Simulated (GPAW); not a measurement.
**How the Hubbard U moves the magnetism of TiBr2 monolayer**

How far do the magnetic results of TiBr2 monolayer hang on the Hubbard U?

Program: GPAW 26.7.0. Level of theory: LDA with several values of U; plane waves with GPAW's PAW setups, scalar-relativistic. Results are calculated unless marked as measured.

**1. The structure**

The cell holds 3 atoms: 1 Ti and 2 Br. Its edges and angles: a = 3.629 Å, b = 3.629 Å, c = 18.246 Å, α = 90.0°, β = 90.0°, γ = 120.0°. It derives from TiBr2. one layer cut from the bulk crystal, unrelaxed, 15 A of vacuum. Vacuum lies along c.

**2. Rung 1 (no U), start ferro +**

Each rung takes a larger U, to see how far the results hang on a number that is chosen.

order1.py reads:

```python
import json
import numpy as np
from ase import Atoms
from ase.parallel import paropen, parprint
from gpaw import GPAW

atoms = Atoms(['Ti', 'Br', 'Br'],
    cell=[[3.629, 0.0, 0.0],
         [-1.8145, 3.142806, 0.0],
         [0.0, 0.0, 18.246]],
    scaled_positions=[[0.0, 0.0, 0.5],
         [0.666667, 0.333333, 0.588951],
         [0.333333, 0.666667, 0.411049]],
    pbc=True,
    magmoms=[1.0, 0.0, 0.0])
atoms.calc = GPAW(mode={'name': 'pw', 'ecut': 550},
    xc='LDA',
    kpts={'size': (8, 8, 1), 'gamma': True},
    occupations={'name': 'fermi-dirac', 'width': 0.02},
    convergence={'density': 1e-05, 'energy': 1e-05},
    maxiter=200,
    symmetry={'tolerance': 1e-4},
    txt='order1.txt')
e = atoms.get_potential_energy(force_consistent=True)
res = {'free_energy': e, 'energy_sigma0': atoms.get_potential_energy(), 'fermi_energy': atoms.calc.get_fermi_level()}
res['moments'] = atoms.get_magnetic_moments().tolist()
res['total'] = atoms.get_magnetic_moment()
parprint('site moments (muB):', np.round(res['moments'], 3))
parprint(f"total moment: {res['total']:.3f} muB")
parprint(f'free energy: {e:.6f} eV')
atoms.calc.write('order1.gpw')
with paropen('results.json', 'w') as f:
    json.dump(res, f)
```

Run with:

```console
$ OMP_NUM_THREADS=1 mpirun -n 2 gpaw python order1.py > order1.log
```

The program printed:

```text
site moments (muB): [0.553 0.002 0.002]
total moment: 0.795 muB
free energy: -14.787098 eV

--- order1.txt ---
Input parameters:
  mode=PW(ecut=550),
  convergence={'density': 1e-05, 'energy': 1e-05},
  kpts=MonkhorstPack(size=(8, 8, 1), gamma=True),
  maxiter=200,
  occupations=Occupations(name='fermi-dirac', width=0.02),
  symmetry=Symmetry(tolerance=0.0001),
  xc=XC(name='LDA')

Diagonalizing LCAO Hamiltonian
Converting LCAO to pw mode

            Br

       Ti
         Br

Atoms  # Å, Bohr magnetons
|   | symbol |         x |        y |         z |    initial magnetic moments |
|---|--------|-----------|----------|-----------|-----------------------------|
| 0 |     Ti |  0.000000 | 0.000000 |  9.123000 | ( 0.0000,  0.0000,  1.0000) |
| 1 |     Br |  1.814502 | 1.047601 | 10.746000 | ( 0.0000,  0.0000,  0.0000) |
| 2 |     Br | -0.000002 | 2.095205 |  7.500000 | ( 0.0000,  0.0000,  0.0000) |

Unit cell  # Å
| periodic |         x |        y |         z |   lengths |     angles |
|----------|-----------|----------|-----------|-----------|------------|
|      yes |  3.629000 | 0.000000 |  0.000000 |  3.629000 |  90.000000 |
|      yes | -1.814500 | 3.142806 |  0.000000 |  3.629000 |  90.000000 |
|      yes |  0.000000 | 0.000000 | 18.246000 | 18.246000 | 120.000002 |

Number of symmetries: 12

BZ-sampling:
  Number of BZ points: 64
  Number of IBZ points: 10

  Monkhorst-Pack size: [8, 8, 1]
  Monkhorst-Pack shift: [0.0625, 0.0625, 0.0]

Plane wave coefficients: 6114
Cutoff: 550.0 eV

Spin-components: 2 (collinear spins)
Bands:           21
Projectors:      16
Spin-degeneracy: 1
Datatype:        complex128

Parallelization:
  kpt:    2
  domain: 1
  band:   1

Density:
  Valence electrons: 26.0
  Components: 2
  Grid points: [ 20  20 100]
  Charge: 0.0  # |e|

Potential:
  Grid points: [ 20  20 100]

[... setups left out ...]
Reference energy: -164799.037836  # eV

eigensolver:
  PPCG
  Converge bands: occupied
  niter=2

density mixing:
  MSR1-Mixer
  Pratt-step length: 0.05
  Maximum mixing coefficient: 0.75
  Old densities: 10
  SVD Regularization: 0.005
  Good broyden scale: 1.0
  Trust region scale: 1.0
  Backstep threshold: 4.0
  History deletion threshold: 6.0
  Fourier metric: weight=20.0, sigma=0.015

occupation numbers:
  Fermi-Dirac:
    width: 0.0200  # eV

poisson solver:
  ecut: 4400.0  # eV

xc functional:
  name: None

convergence criteria:
- Maximum integral of absolute [dens]ity change: 1e-05 electrons / valence electron
- Maximum [total energy] change in last 3 cyles: 1e-05 eV / valence electron
- Maximum integral of absolute [eigenst]ate change: 4e-08 eV^2 / valence electron
maximum number of iterations: 200

SCF iterations
|iter     |      energy | eigst |  dens |  magmom |
|---------|-------------|-------|-------|---------|
|iter:   1|       0s |  -14.913628 | +0.08 |       |  +1.0003|
|iter:   2|       1s |  -14.875602 | -1.75 | -1.28 |  +0.9930|
|iter:   3|       2s |  -14.786524 | -2.17 | -1.34 |  +0.9056|
|iter:   4|       3s |  -14.784508 | -2.98 | -1.65 |  +0.8545|
|iter:   5|       4s |  -14.785894 | -3.34 | -1.97 |  +0.8107|
|iter:   6|       5s |  -14.786050 | -4.38 | -2.70 |  +0.8022|
|iter:   7|       6s |  -14.786077c| -4.90 | -3.15 |  +0.7985|
|iter:   8|       6s |  -14.786085c| -5.46 | -3.66 |  +0.7966|
|iter:   9|       7s |  -14.786088c| -5.91 | -4.01 |  +0.7953|
|iter:  10|       8s |  -14.786089c| -6.47 | -4.70 |  +0.7950|
|iter:  11|       9s |  -14.786089c| -6.88 | -5.21c|  +0.7949|
|iter:  12|      10s |  -14.786089c| -7.38 | -5.94c|  +0.7949|
|iter:  13|      10s |  -14.786089c| -7.62c| -6.38c|  +0.7949|

Converged in 13 steps
Energy contributions relative to reference atoms: (reference = -164799.037836)

Energy contributions:
  Kinetic:          11.791177
  Coulomb:         -11.508802
  Zero:             -0.141974
  External:          0.000000
  Xc:              -14.925482
  Entropy:          -0.002017
  Spinorbit:         0.000000
  ----------------------------
  Free energy:     -14.787098
  Extrapolated:    -14.786089

dipole moment: (-5.758126, -9.973365, -0.000027)  # |e|*Ang

Total magnetic moment: (0.000000, 0.000000, 0.794925)

Local magnetic moments
|        x |        y |        z |
|----------|----------|----------|
| 0.000000 | 0.000000 | 0.552733 |  # Ti   0
| 0.000000 | 0.000000 | 0.002338 |  # Br   1
| 0.000000 | 0.000000 | 0.002338 |  # Br   2

Fermi level: -0.599
Eigenvalues  # (at kpt = [0.000, 0.000, 0.000])
| band index |      eig [eV] | occ [0-1] |      eig [eV] | occ [0-1] |
|------------|---------------|-----------|---------------|-----------|
|          0 |       -58.022 |     1.000 |       -57.435 |     1.000 |
|        ... |               |           |               |           |
|          6 |        -7.238 |     1.000 |        -7.137 |     1.000 |
|          7 |        -5.034 |     1.000 |        -5.009 |     1.000 |
|          8 |        -4.881 |     1.000 |        -4.780 |     1.000 |
|          9 |        -4.881 |     1.000 |        -4.780 |     1.000 |
|         10 |        -3.732 |     1.000 |        -3.709 |     1.000 |
|         11 |        -3.732 |     1.000 |        -3.709 |     1.000 |
|         12 |        -0.897 |     1.000 |        -0.405 |     0.000 |
|         13 |        -0.886 |     1.000 |        -0.327 |     0.000 |
|         14 |        -0.885 |     1.000 |        -0.327 |     0.000 |
|         15 |         0.674 |     0.000 |         0.977 |     0.000 |
|         16 |         0.674 |     0.000 |         0.977 |     0.000 |
|         17 |         1.515 |     0.000 |         1.617 |     0.000 |
|         18 |         2.731 |     0.000 |         2.793 |     0.000 |
|         19 |         3.282 |     0.000 |         3.350 |     0.000 |
|         20 |         3.334 |     0.000 |         3.353 |     0.000 |

No gap
No difference between direct/indirect transitions
```

The job ended after 14 s (2 MPI ranks of Intel Xeon 6975P-C (Granite Rapids), shared host; peak memory 0.55 GiB).

Spin moment in the augmentation sphere by atom:

```csv
atom,spin moment in the augmentation sphere (μB)
Ti1,0.553
Br2,0.002
Br3,0.002
```

Read from the output:

```
magnetization : 0.7949 μB
final state   : ferromagnetic
```

After 13 cycles the largest moment stands at 0.553 μB.

**3. Rung 1 (no U), start antiferro q=(0,1/2,0) +-**

The second start gives the energy difference between the two end states, the quantity that is followed up the ladder. Its q is in fractions of the reciprocal vectors of the first run's cell.

order2.py reads:

```python
import json
import numpy as np
from ase import Atoms
from ase.parallel import paropen, parprint
from gpaw import GPAW

atoms = Atoms(['Ti', 'Ti', 'Br', 'Br', 'Br', 'Br'],
    cell=[[3.629, 0.0, 0.0],
         [-3.629, 6.285612, 0.0],
         [0.0, 0.0, 18.246]],
    scaled_positions=[[0.0, 0.0, 0.5],
         [0.0, 0.5, 0.5],
         [0.666667, 0.1666665, 0.588951],
         [0.666667, 0.6666665, 0.588951],
         [0.333333, 0.3333335, 0.411049],
         [0.333333, 0.8333335, 0.411049]],
    pbc=True,
    magmoms=[1.0, -1.0, 0.0, 0.0, 0.0, 0.0])
atoms.calc = GPAW(mode={'name': 'pw', 'ecut': 550},
    xc='LDA',
    kpts={'size': (8, 4, 1), 'gamma': True},
    occupations={'name': 'fermi-dirac', 'width': 0.02},
    convergence={'density': 1e-05, 'energy': 1e-05},
    maxiter=200,
    symmetry={'tolerance': 1e-4},
    txt='order2.txt')
e = atoms.get_potential_energy(force_consistent=True)
res = {'free_energy': e, 'energy_sigma0': atoms.get_potential_energy(), 'fermi_energy': atoms.calc.get_fermi_level()}
res['moments'] = atoms.get_magnetic_moments().tolist()
res['total'] = atoms.get_magnetic_moment()
parprint('site moments (muB):', np.round(res['moments'], 3))
parprint(f"total moment: {res['total']:.3f} muB")
parprint(f'free energy: {e:.6f} eV')
atoms.calc.write('order2.gpw')
with paropen('results.json', 'w') as f:
    json.dump(res, f)
```

Run with:

```console
$ OMP_NUM_THREADS=1 mpirun -n 2 gpaw python order2.py > order2.log
```

The program printed:

```text
site moments (muB): [ 0.97  -0.97   0.002 -0.002 -0.002  0.002]
total moment: -0.000 muB
free energy: -29.596823 eV

--- order2.txt ---
Input parameters:
  mode=PW(ecut=550),
  convergence={'density': 1e-05, 'energy': 1e-05},
  kpts=MonkhorstPack(size=(8, 4, 1), gamma=True),
  maxiter=200,
  occupations=Occupations(name='fermi-dirac', width=0.02),
  symmetry=Symmetry(tolerance=0.0001),
  xc=XC(name='LDA')

Diagonalizing LCAO Hamiltonian
Converting LCAO to pw mode

               Br

         Ti      Br
           Br
            Ti
             Br

Atoms  # Å, Bohr magnetons
|   | symbol |         x |        y |         z |    initial magnetic moments |
|---|--------|-----------|----------|-----------|-----------------------------|
| 0 |     Ti |  0.000000 | 0.000000 |  9.123000 | ( 0.0000,  0.0000,  1.0000) |
| 1 |     Ti | -1.814500 | 3.142806 |  9.123000 | ( 0.0000,  0.0000, -1.0000) |
| 2 |     Br |  1.814502 | 1.047601 | 10.746000 | ( 0.0000,  0.0000,  0.0000) |
| 3 |     Br |  0.000002 | 4.190407 | 10.746000 | ( 0.0000,  0.0000,  0.0000) |
| 4 |     Br | -0.000002 | 2.095205 |  7.500000 | ( 0.0000,  0.0000,  0.0000) |
| 5 |     Br | -1.814502 | 5.238011 |  7.500000 | ( 0.0000,  0.0000,  0.0000) |

Number of symmetries: 2

BZ-sampling:
  Number of BZ points: 32
  Number of IBZ points: 18

  Monkhorst-Pack size: [8, 4, 1]
  Monkhorst-Pack shift: [0.0625, 0.125, 0.0]

Plane wave coefficients: 12228
Cutoff: 550.0 eV

Spin-components: 2 (collinear spins)
Bands:           36
Projectors:      32
Spin-degeneracy: 1
Datatype:        complex128

Parallelization:
  kpt:    2
  domain: 1
  band:   1

Density:
[...]
|iter:  20|     111s |  -29.591334c| -8.09c| -5.22c|  -0.0000|

Converged in 20 steps
Energy contributions relative to reference atoms: (reference = -329598.075672)

Energy contributions:
  Kinetic:          27.790432
  Coulomb:         -26.114512
  Zero:             -0.320436
  External:          0.000000
  Xc:              -30.941328
  Entropy:          -0.010978
  Spinorbit:         0.000000
  ----------------------------
  Free energy:     -29.596823
  Extrapolated:    -29.591334

dipole moment: (-11.500846, -19.920067, -0.000055)  # |e|*Ang

Total magnetic moment: (0.000000, 0.000000, -0.000036)

Local magnetic moments
|        x |        y |         z |
|----------|----------|-----------|
| 0.000000 | 0.000000 |  0.970080 |  # Ti   0
| 0.000000 | 0.000000 | -0.970114 |  # Ti   1
| 0.000000 | 0.000000 |  0.002491 |  # Br   2
| 0.000000 | 0.000000 | -0.002488 |  # Br   3
| 0.000000 | 0.000000 | -0.002488 |  # Br   4
| 0.000000 | 0.000000 |  0.002491 |  # Br   5

Fermi level: -0.637
Eigenvalues  # (at kpt = [0.000, 0.000, 0.000])
| band index |      eig [eV] | occ [0-1] |      eig [eV] | occ [0-1] |
|------------|---------------|-----------|---------------|-----------|
|          0 |       -58.073 |     1.000 |       -58.073 |     1.000 |
|        ... |               |           |               |           |
|         19 |        -4.812 |     1.000 |        -4.812 |     1.000 |
|         20 |        -4.794 |     1.000 |        -4.794 |     1.000 |
|         21 |        -4.684 |     1.000 |        -4.684 |     1.000 |
|         22 |        -3.721 |     1.000 |        -3.721 |     1.000 |
[...]
|         32 |         1.306 |     0.000 |         1.306 |     0.000 |
|         33 |         1.571 |     0.000 |         1.571 |     0.000 |
|         34 |         1.713 |     0.000 |         1.713 |     0.000 |
|         35 |         2.765 |     0.000 |         2.765 |     0.000 |

No gap
No difference between direct/indirect transitions
```

Run time: 2.1 min. Hardware: 2 MPI ranks; peak memory 0.98 GiB; 4.1 min of CPU time.

Spin moment in the augmentation sphere by atom:

```csv
atom,spin moment in the augmentation sphere (μB)
Ti1,0.970
Ti2,-0.970
Br3,0.002
Br4,-0.002
Br5,-0.002
Br6,0.002
```

Numbers from this step:

```yaml
magnetization: 0 μB
final_state: antiferromagnetic
```

This start lies -11.3 meV a seeded atom from the first; its largest moment is 0.970 μB.

**4. Rung 2 (U = 1.5 eV on Ti d), start ferro +**

order1.py is the script of step 2 with these lines changed:

```diff
@@ -21,2 +21,3 @@
     maxiter=200,
+    setups={'Ti': ':d,1.5'},
     symmetry={'tolerance': 1e-4},
```

Run with:

```console
$ OMP_NUM_THREADS=1 mpirun -n 2 gpaw python order1.py > order1.log
```

The program printed:

```text
gpaw.KohnShamConvergenceError

--- order1.txt ---
Input parameters:
  mode=PW(ecut=550),
  convergence={'density': 1e-05, 'energy': 1e-05},
  kpts=MonkhorstPack(size=(8, 8, 1), gamma=True),
  maxiter=200,
  occupations=Occupations(name='fermi-dirac', width=0.02),
  setups={'Ti': ':d,1.5'},
  symmetry=Symmetry(tolerance=0.0001),
  xc=XC(name='LDA')

Diagonalizing LCAO Hamiltonian
Converting LCAO to pw mode

            Br

       Ti
         Br

Atoms  # Å, Bohr magnetons
|   | symbol |         x |        y |         z |    initial magnetic moments |
[...]
|iter:   2|       1s |  -13.645059 | -1.78 | -1.30 |  +1.0079|
|iter:   3|       1s |  -13.659726 | -1.87 | -1.34 |  +1.0851|
|iter:   4|       2s |  -13.689849 | -2.73 | -1.53 |  +1.1828|
|iter:   5|       3s |  -13.782940 | -2.41 | -1.59 |  +1.6014|
|iter:   6|       4s |  -13.818315 | -2.56 | -1.80 |  +1.9822|
[...]
[... 180 iterations left out ...]
[...]
|iter: 197|     174s |  -13.742767 | -4.31 | -2.75 |  +2.0000|
|iter: 198|     175s |  -13.584464 | -4.25 | -2.48 |  +2.0000|
|iter: 199|     176s |  -13.675979 | -4.28 | -2.88 |  +2.0000|
|iter: 200|     177s |  -13.664365 | -4.36 | -2.45 |  +2.0000|
```

Wall time 3.2 min (2 MPI ranks); peak memory 0.57 GiB.

No converged result was reached; the numbers in the log don't describe the system.

A smaller mixing step or another start is the usual next try.

**5. Rung 2 (U = 1.5 eV on Ti d), start antiferro q=(0,1/2,0) +-**

order2.py is the script of step 3 with these lines changed:

```diff
@@ -24,2 +24,3 @@
     maxiter=200,
+    setups={'Ti': ':d,1.5'},
     symmetry={'tolerance': 1e-4},
```

Run with:

```console
$ OMP_NUM_THREADS=1 mpirun -n 2 gpaw python order2.py > order2.log
```

The program printed:

```text
site moments (muB): [ 1.293 -1.293 -0.005  0.005  0.005 -0.005]
total moment: -0.000 muB
free energy: -27.934240 eV

--- order2.txt ---
Input parameters:
  mode=PW(ecut=550),
  convergence={'density': 1e-05, 'energy': 1e-05},
  kpts=MonkhorstPack(size=(8, 4, 1), gamma=True),
  maxiter=200,
  occupations=Occupations(name='fermi-dirac', width=0.02),
  setups={'Ti': ':d,1.5'},
  symmetry=Symmetry(tolerance=0.0001),
[...]
|         33 |         1.996 |     0.000 |         1.996 |     0.000 |
|        ... |               |           |               |           |
|         35 |         2.777 |     0.000 |         2.777 |     0.000 |

Gap: 0.551 eV
Transition (v -> c):
  (s=0, k=2, n=25, [0.00, 0.50, 0.00]) -> (s=1, k=0, n=26, [0.00, 0.00, 0.00])
Direct/indirect transitions are different
Direct gap: 0.723 eV
Transition at: (s=0->1, k=0, n=25, [0.00, 0.00, 0.00])

[key lines of the parts left out:]
Free energy:     -27.934240
Converged in 22 steps
dipole moment: (-11.468143, -19.863421, -0.000055)  # |e|*Ang
Fermi level: -0.706
```

Elapsed: 2.3 min, on 2 MPI ranks; peak memory 1 GiB; 4.6 min of CPU time.

This step gave:

- magnetization: 0 μB
- final state: antiferromagnetic
- largest moment: 1.293 μB

The largest moment moves by +0.32 μB from rung 1, at 1.1 times its CPU time.

**6. Rung 3 (U = 3 eV on Ti d), start ferro +**

order1.py is the script of step 4 with these lines changed:

```diff
@@ -21,3 +21,3 @@
     maxiter=200,
-    setups={'Ti': ':d,1.5'},
+    setups={'Ti': ':d,3.0'},
     symmetry={'tolerance': 1e-4},
```

Run with:

```console
$ OMP_NUM_THREADS=1 mpirun -n 2 gpaw python order1.py > order1.log
```

The program printed:

```text
site moments (muB): [1.481e+00 1.000e-03 1.000e-03]
total moment: 2.000 muB
free energy: -13.455956 eV

--- order1.txt ---
Input parameters:
  mode=PW(ecut=550),
  convergence={'density': 1e-05, 'energy': 1e-05},
  kpts=MonkhorstPack(size=(8, 8, 1), gamma=True),
  maxiter=200,
  occupations=Occupations(name='fermi-dirac', width=0.02),
  setups={'Ti': ':d,3.0'},
  symmetry=Symmetry(tolerance=0.0001),
  xc=XC(name='LDA')
[...]
|         18 |         2.707 |     0.000 |         2.845 |     0.000 |
|         19 |         3.275 |     0.000 |         3.400 |     0.000 |
|         20 |         3.364 |     0.000 |         3.405 |     0.000 |

Gap: 1.439 eV
Transition (v -> c):
  (s=0, k=9, n=13, [0.50, 0.50, 0.00]) -> (s=0, k=0, n=14, [0.00, 0.00, 0.00])
Direct/indirect transitions are different
Direct gap: 1.458 eV
Transition at: (s=0->1, k=9, n=13, [0.50, 0.50, 0.00])

[key lines of the parts left out:]
Free energy:     -13.455956
Converged in 19 steps
dipole moment: (-5.709425, -9.889014, -0.000027)  # |e|*Ang
Fermi level: -0.789
```

The job ended after 20 s (2 MPI ranks; peak memory 0.55 GiB).

Read from the output:

- magnetization: 2.000 μB
- final state: ferromagnetic
- largest moment: 1.481 μB

The largest moment moves by +0.93 μB from rung 1, at 1.4 times its CPU time.

**7. Rung 3 (U = 3 eV on Ti d), start antiferro q=(0,1/2,0) +-**

order2.py is the script of step 5 with these lines changed:

```diff
@@ -24,3 +24,3 @@
     maxiter=200,
-    setups={'Ti': ':d,1.5'},
+    setups={'Ti': ':d,3.0'},
     symmetry={'tolerance': 1e-4},
```

Run with:

```console
$ OMP_NUM_THREADS=1 mpirun -n 2 gpaw python order2.py > order2.log
```

The program printed:

```text
site moments (muB): [ 1.44 -1.44 -0.01  0.01  0.01 -0.01]
total moment: -0.000 muB
free energy: -26.891526 eV

--- order2.txt ---
Input parameters:
  mode=PW(ecut=550),
  convergence={'density': 1e-05, 'energy': 1e-05},
  kpts=MonkhorstPack(size=(8, 4, 1), gamma=True),
  maxiter=200,
  occupations=Occupations(name='fermi-dirac', width=0.02),
  setups={'Ti': ':d,3.0'},
  symmetry=Symmetry(tolerance=0.0001),
[...]
|         33 |         2.692 |     0.000 |         2.692 |     0.000 |
|        ... |               |           |               |           |
|         35 |         3.085 |     0.000 |         3.036 |     0.000 |

Gap: 0.923 eV
Transition (v -> c):
  (s=1, k=2, n=25, [0.00, 0.50, 0.00]) -> (s=0, k=0, n=26, [0.00, 0.00, 0.00])
Direct/indirect transitions are different
Direct gap: 1.079 eV
Transition at: (s=1->0, k=0, n=25, [0.00, 0.00, 0.00])

[key lines of the parts left out:]
Free energy:     -26.891526
Converged in 31 steps
dipole moment: (-11.427975, -19.793853, -0.000055)  # |e|*Ang
Fermi level: -1.107
```

Run time: 3.2 min. Hardware: 2 MPI ranks; peak memory 1 GiB.

Numbers from this step:

- magnetization: 0 μB
- final state: antiferromagnetic
- largest moment: 1.440 μB

This start lies +10.2 meV a seeded atom from the first, a change of +21.5 meV since rung 1; its largest moment is 1.44 μB.

[end of part 1 of 2]

[Logs and program files are shortened in this print: banners, set-up blocks, solver, clock and traceback lines can be left out without a mark of their own.]

[Logs are printed without paths, hosts, clocks, repeated set-up lines and the standing remarks that a program may print on its own settings, such as how far it seeks lower states.]

[Hosts, paths, dates, database ids (printed as entryN), source tags and the programs' standing remarks are cut or masked in the printed files.]

[Where a cell is said to come from a database of computed structures, the database is the Materials Project.]
